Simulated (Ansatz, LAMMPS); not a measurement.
**Molecular dynamics of liquid mixture of sulfolane and cyclohexane at 300 K (111 atoms)**

How do the atoms of liquid mixture of sulfolane and cyclohexane at 300 K (111 atoms) move, and what local order do they keep?

Main program and level: Ansatz 0.2.0; Kohn-Sham DFT, PBE+D3(BJ), PAW (set soft_2), plane waves.

### 1. Set-up

The cell holds 111 atoms: 32 C, 64 H, 10 O and 5 S. Its edges and angles: a = 10.479 Å, b = 10.479 Å, c = 10.479 Å, α = 90.0°, β = 90.0°, γ = 90.0°. 5 sulfolane, 2 cyclohexane placed at random, at 1.11 g/cm³; overlaps pushed apart, then 10 ps at 450 K with MMFF94 bonds, angles, torsions, charges and radii (Halgren, J. Comput. Chem. 17, 490 (1996)) in harmonic and 12-6 forms. Snapshot after 20 ps at 300 K and fixed volume.

Before any run, some limits are plain. The network of contacts between molecules at the start is that of the classical potential that made the cell. The density was typed from a rule of thumb and may lie off the real one at this temperature. Sampling is at Γ alone, for a cell whose shortest periodic width is 10 Å.

### 2. Single point at the start

A single point comes first, to see the forces before anything moves.

Input file input.yaml:

```yaml
crystal:
  lattice:
    - [10.47884, 0.0, 0.0]
    - [0.0, 10.47884, 0.0]
    - [0.0, 0.0, 10.47884]
  atoms:
    - { symbol: C, position: [0.09745, 0.65618, 0.66134] }
    - { symbol: C, position: [0.0032, 0.75669, 0.69333] }
    - { symbol: C, position: [0.9913, 0.86942, 0.59496] }
    - { symbol: C, position: [0.95963, 0.8066, 0.4656] }
    [... 101 atom lines left out ...]
    - { symbol: H, position: [0.01104, 0.21564, 0.12193] }
    - { symbol: H, position: [0.13317, 0.31303, 0.06576] }
    - { symbol: H, position: [0.19874, 0.0982, 0.14328] }
    - { symbol: H, position: [0.26291, 0.22699, 0.2397] }
    - { symbol: H, position: [0.0342, 0.05308, 0.28073] }
    - { symbol: H, position: [0.16848, 0.06547, 0.38202] }
kpoints:
  mp_grid: { grid: [1, 1, 1] }
hamiltonian:
  xc: pbe
  dispersion: d3bj
scf:
  occupations: { method: fermi_dirac, width: 0.025 }
output:
  forces: true
  stress: true
```

Command:

```console
> ansatz run input.yaml --threads 4 --pin off --max-ram 8192MiB --backend cpu --events-out ev --progress --plain --runs-dir out
```

The job ended after 3.8 s (4 threads of Intel Xeon 6975P-C (Granite Rapids), shared host; peak memory 1.3 GiB).

Numbers from this run:

```
free energy            : -19238.3219 eV
free energy per atom   : -173.3182 eV/atom
SCF cycles             : 11
pressure               : 4.058 GPa
r.m.s. force component : 0.9085 eV/Å
longest force          : 5.152 eV/Å
Fermi energy           : 1.586 eV
```

The r.m.s. force component of 0.91 eV/Å and the pressure of 4.1 GPa set the starting point.

Length of the force by element:

```tsv
element	coordination	atoms	mean length of the force (eV/Å)	spread	least	most
C	all	32	1.82	0.944	0.375	5.15
H	all	64	0.965	0.672	0.170	4.30
O	all	10	1.60	0.914	0.444	3.49
S	all	5	1.83	0.508	1.14	2.67
```

### 3. Dynamics at 300 K

A Langevin thermostat couples each atom to a heat bath, at the price of damped dynamics. The time step is 0.5 fs, short enough for the stretching of bonds to hydrogen.

input.yaml: that of step 2 with these lines changed.

```diff
@@ -17 +17,8 @@
   stress: true
+md:
+  timestep: 0.5
+  n_steps: 686
+  ensemble: nvt_langevin
+  temperature: 300
+  initial_velocities: maxwell_boltzmann
+  seed: 6313
```

Run time: 22 min. Hardware: 4 threads; peak memory 1.4 GiB.

The program notes that the SCF threshold is loose for the stress and it switched symmetry off.

Rows from the run:

```tsv
time (fs)	T (K)	potential (meV/atom)
0.0	297	0.0
23.0	332	-2.9
45.5	295	-2.9
68.5	301	-7.8
91.5	297	-5.4
114.5	311	-7.1
137.0	316	-4.0
160.0	318	-5.0
183.0	272	-8.4
206.0	285	-11.4
228.5	270	-9.1
251.5	294	-7.4
274.5	270	-4.8
297.5	265	-2.6
320.0	316	-7.9
343.0	308	-6.6
```

Mean square displacement from the first frame to the last: C 0.31 Å², H 0.71 Å², O 0.37 Å², S 0.18 Å².

The mean square displacement by time lag:

```tsv
time lag (fs)	C (Å²)	H (Å²)	O (Å²)	S (Å²)
0.5	1.7e-5	1.8e-4	1.3e-5	6.2e-6
14.5	0.00850	0.0504	0.00885	0.00343
21.5	0.0133	0.0558	0.0168	0.00561
36.0	0.0249	0.0901	0.0373	0.0108
50.0	0.0396	0.123	0.0571	0.0162
64.5	0.0560	0.161	0.0765	0.0234
71.5	0.0642	0.173	0.0862	0.0273
86.0	0.0839	0.212	0.107	0.0363
100.0	0.105	0.251	0.129	0.0451
107.0	0.115	0.272	0.140	0.0497
121.5	0.137	0.314	0.164	0.0590
135.5	0.158	0.363	0.184	0.0675
150.0	0.179	0.414	0.204	0.0753
157.0	0.188	0.436	0.213	0.0785
171.5	0.207	0.476	0.230	0.0844
```

The drift taken off is the plain mean over atoms, not the centre of mass, so with hydrogen in the cell the heavy atoms' values at short lags are too large.

Over the second half of 343 fs the temperature averages 280 K with swings of 19 K r.m.s. From first frame to last H has the largest mean square displacement, 0.71 Å² at the end; the farthest move is 2.60 Å. The run spans 0.34 ps, too short for its means to be equilibrium values.

### 4. Distances and neighbours late in the run

The g(r) is a mean over the second half; what follows it is taken at the last frame.

Bonds before and after, by the cutoffs listed below:

```tsv
pair	bonds before	bonds after	mean before (Å)	mean after (Å)	spread before (Å)	spread after (Å)
H-C	64	64	1.091	1.101	0.029	0.028
C-C	27	27	1.515	1.536	0.032	0.033
C-S	10	10	1.769	1.812	0.022	0.040
O-S	10	10	1.439	1.469	0.014	0.026
```

Density 1.11 g/cm³, 10.37 Å³ an atom.

Mean of 14 frames. g(r), total and by pair (bins of 0.2 Å):

```tsv
r (Å)	total	H-H	H-C	H-O	H-S	C-C	C-O
1.00	2.04	0.00	6.15	0.00	0.00	0.00	0.00
1.20	1.90	0.00	5.70	0.00	0.00	0.00	0.00
1.40	0.48	0.00	0.00	0.00	0.00	1.85	0.00
1.60	0.80	0.26	0.00	0.00	0.00	8.39	0.00
1.80	0.91	2.07	0.00	0.00	0.00	0.00	0.00
2.00	0.28	0.30	0.53	0.02	0.00	0.00	0.00
2.20	1.70	0.58	4.39	0.19	0.54	0.00	0.00
2.40	1.16	1.97	0.20	0.71	4.33	1.41	0.00
2.60	1.31	1.89	0.31	1.54	0.19	2.10	1.96
2.80	0.99	1.01	0.92	1.71	0.26	0.35	2.03
3.00	0.93	1.08	0.94	1.43	0.74	0.50	0.57
3.20	0.78	0.80	0.81	1.42	0.92	0.03	1.00
3.40	0.97	0.69	1.39	1.46	0.88	0.22	1.18
3.60	0.98	0.82	1.06	1.05	2.12	0.51	1.56
3.80	0.89	1.03	0.78	0.73	1.39	0.49	1.75
4.00	0.95	1.11	0.91	0.73	0.96	0.63	1.44
4.20	0.93	1.00	0.89	0.97	0.97	0.68	0.86
4.40	0.96	0.96	0.87	1.31	1.03	0.86	0.71
4.60	0.93	0.85	0.89	1.27	0.88	1.08	0.78
4.80	0.95	0.91	0.83	1.17	0.98	1.14	1.23
5.00	1.00	1.02	0.94	1.01	1.00	1.06	1.05
```

Bonds by pair of elements; cutoffs follow the first minimum of g(r), held within bounds set by covalent radii, and pairs that aren't listed don't count as bonded:

```tsv
pair A-B	cutoff (Å)	bonds	mean length (Å)	spread (Å)	shortest (Å)	B about A	A about B
H-C	1.34	64	1.10	0.028	1.03	1	2
C-C	1.85	27	1.54	0.033	1.47	1.69	1.69
C-S	2.21	10	1.81	0.04	1.75	0.312	2
O-S	1.93	10	1.47	0.026	1.44	1	2
```

How many atoms have how many bonded neighbours:

```tsv
element	mean	1	4
C	4	0	32
H	1	64	0
O	1	10	0
S	4	0	5
```

Bond angles (no mean is given where the spread exceeds 20°):

```tsv
angle	count	mean (°)	spread (°)
C-C-H	108	110	4.6
H-C-H	32	108	3.8
C-C-C	22	110	4.4
H-C-S	20	107	5.4
C-S-O	20	110	3.7
```

Rings of the network by King's shortest-path rule, up to 12 atoms, one path for each pair of neighbours; H, halogens, alkali and alkaline-earth atoms are left out, and the last column divides by all other atoms, bonded or not:

```tsv
ring size (atoms)	rings	per network atom
5	5	0.106
6	2	0.043
```

With the cutoffs above, all C atoms have 4, all H atoms have 1, all O atoms have 1 and all S atoms have 4 bonded neighbours. The C-C-H angle averages 110° with a spread of 5°. Rings of 5 atoms are the most common (71 % of those counted); sizes run from 5 to 6.

### 5. Single point at the last frame

The last frame is solved again with fuller output, to read the electronic structure of a thermally displaced geometry.

Input file input.yaml:

```yaml
crystal:
  lattice:
    - [10.47884, 0.0, 0.0]
    - [0.0, 10.47884, 0.0]
    - [0.0, 0.0, 10.47884]
  atoms:
    - { symbol: C, position: [0.13018, 0.66174, 0.64107] }
    - { symbol: C, position: [0.02631, 0.75607, 0.69252] }
    - { symbol: C, position: [0.00052, 0.85913, 0.59487] }
    - { symbol: C, position: [0.95815, 0.81535, 0.46582] }
    [... 101 atom lines left out ...]
    - { symbol: H, position: [0.14291, 0.34172, 0.16035] }
    - { symbol: H, position: [0.21719, 0.37375, 0.29945] }
    - { symbol: H, position: [0.17723, 0.11137, 0.1812] }
    - { symbol: H, position: [0.26948, 0.15688, 0.30241] }
    - { symbol: H, position: [0.99714, 0.05893, 0.3061] }
    - { symbol: H, position: [0.12526, 0.01965, 0.41443] }
kpoints:
  mp_grid: { grid: [1, 1, 1] }
hamiltonian:
  xc: pbe
  dispersion: d3bj
scf:
  occupations: { method: fermi_dirac, width: 0.025 }
output:
  forces: true
  stress: true
  populations: true
  dos:
    method: { smearing: { sigma: 0.1 } }
    de: 0.1
    projected: { site_lists: { C: [C], H: [H], O: [O], S: [S] } }
  eigenvalues: true
  write_density: true
  write_potential: true
  volumetric_format: npy
  elf: true
```

Wall time 5.5 s (4 threads); peak memory 1.3 GiB; 20 s of CPU time.

The program notes that the exchange-correlation potential is rough where the density is thin.

The run gave:

```yaml
free_energy: -19239.0590 eV
free_energy_per_atom: -173.3249 eV/atom
scf_cycles: 11
pressure: -0.06857 GPa
r_m_s_force_component: 0.7888 eV/Å
longest_force: 3.823 eV/Å
fermi_energy: 1.512 eV
spacing_of_highest_filled_and_lowest_empty_level: 5.401 eV
spilling_of_the_projection: 0.01617
```

Length of the force by element:

```tsv
element	coordination	atoms	mean length of the force (eV/Å)	spread	least	most
C	all	32	1.61	0.623	0.361	3.17
H	all	64	0.855	0.485	0.192	2.78
O	all	10	1.06	0.909	0.197	3.52
S	all	5	2.28	0.912	1.05	3.82
```

Löwdin charges by element (they lack the spilled electrons, 0.041 e an atom on average):

```tsv
element	coordination	atoms	mean charge (e)	spread	least	most
C	all	32	-0.324	0.0858	-0.482	-0.239
H	all	64	0.191	0.0256	0.130	0.238
O	all	10	-0.749	0.0072	-0.762	-0.737
S	all	5	2.05	0.0191	2.02	2.07
```

Density of states as counts of states in windows of 1 eV (from the Fermi level), total and the larger projections:

```tsv
from (eV)	to (eV)	total	C p	H s	O p	S p
-10	-9	6.1	3.0	1.7	0.2	0.2
-9	-8	18.2	8.8	2.9	2.8	1.7
-8	-7	29.6	13.0	5.5	5.8	3.0
-7	-6	26.9	13.6	5.5	4.4	1.8
-6	-5	33.2	22.4	7.1	2.5	0.2
-5	-4	30.3	15.1	7.4	6.9	0.1
-4	-3	36.0	10.1	5.5	19.2	0.2
-3	-2	11.7	5.1	1.4	4.7	0.1
-2	2	0.0	0.0	0.0	0.0	0.0
2	3	3.4	0.4	1.3	0.1	0.2
3	4	18.2	2.6	4.6	1.4	2.2
4	5	34.0	6.5	7.3	2.6	4.7
```

Between -24 and -10 eV lie 90 more states.

The levels nearest the highest filled one (over half full), pooled over k-points and spins:

```tsv
level less the highest filled one (eV)	occupation
-0.292	2
-0.223	2
-0.142	2
-0.123	2
-0.0309	2
0	2
5.40	0
5.66	0
5.76	0
5.97	0
6.10	0
6.17	0
```

Mean Löwdin charges: C -0.32, H +0.19, O -0.75, S +2.05 e (they miss 1.6 % of the electrons, so they add up to more than the cell's charge). The largest share in the top eV of filled states is O p (48 % of the projected weight), and in the lowest eV of empty states H s (38 % of the projected weight).

### 6. What came out

```
mean temperature, second half                    : 279.7 K
temperature swing, second half                   : 19.4 K
mean pressure, second half                       : 0.1905 GPa
free energy per atom                             : -173.3249 eV/atom
pressure                                         : -0.06857 GPa
r.m.s. force component                           : 0.7888 eV/Å
gap (highest filled to lowest empty level) : 5.401 eV
wall time of the 3 DFT runs                      : 22 min
```

**Reading.** Over the second half of 343 fs the temperature averages 280 K with swings of 19 K r.m.s. The run spans 0.34 ps, too short for its means to be equilibrium values. With the cutoffs above, all C atoms have 4, all H atoms have 1, all O atoms have 1 and all S atoms have 4 bonded neighbours. The highest filled and lowest empty levels differ by 5.40 eV (at Γ alone); a semilocal functional tends to put such gaps too low. In a disordered cell it changes from sample to sample and from frame to frame.

Caveats: The network of contacts between molecules at the start is that of the classical potential that made the cell; DFT moved the atoms only locally, and no bond changed. The pressure of a single frame lacks the kinetic term, about 0.37 GPa here.

[Logs are printed without paths, hosts, clocks, repeated set-up lines and the standing remarks that a program may print on its own settings, such as how far it seeks lower states.]

[Hosts, paths, dates, database ids (printed as entryN), source tags and the programs' standing remarks are cut or masked in the printed files.]

[The MMFF94 radii named for the starting cell were scaled by 0.96; in molecules described by MMFF94, hydrogen bound to N, O or S took a small fixed 12-6 site in their place.]
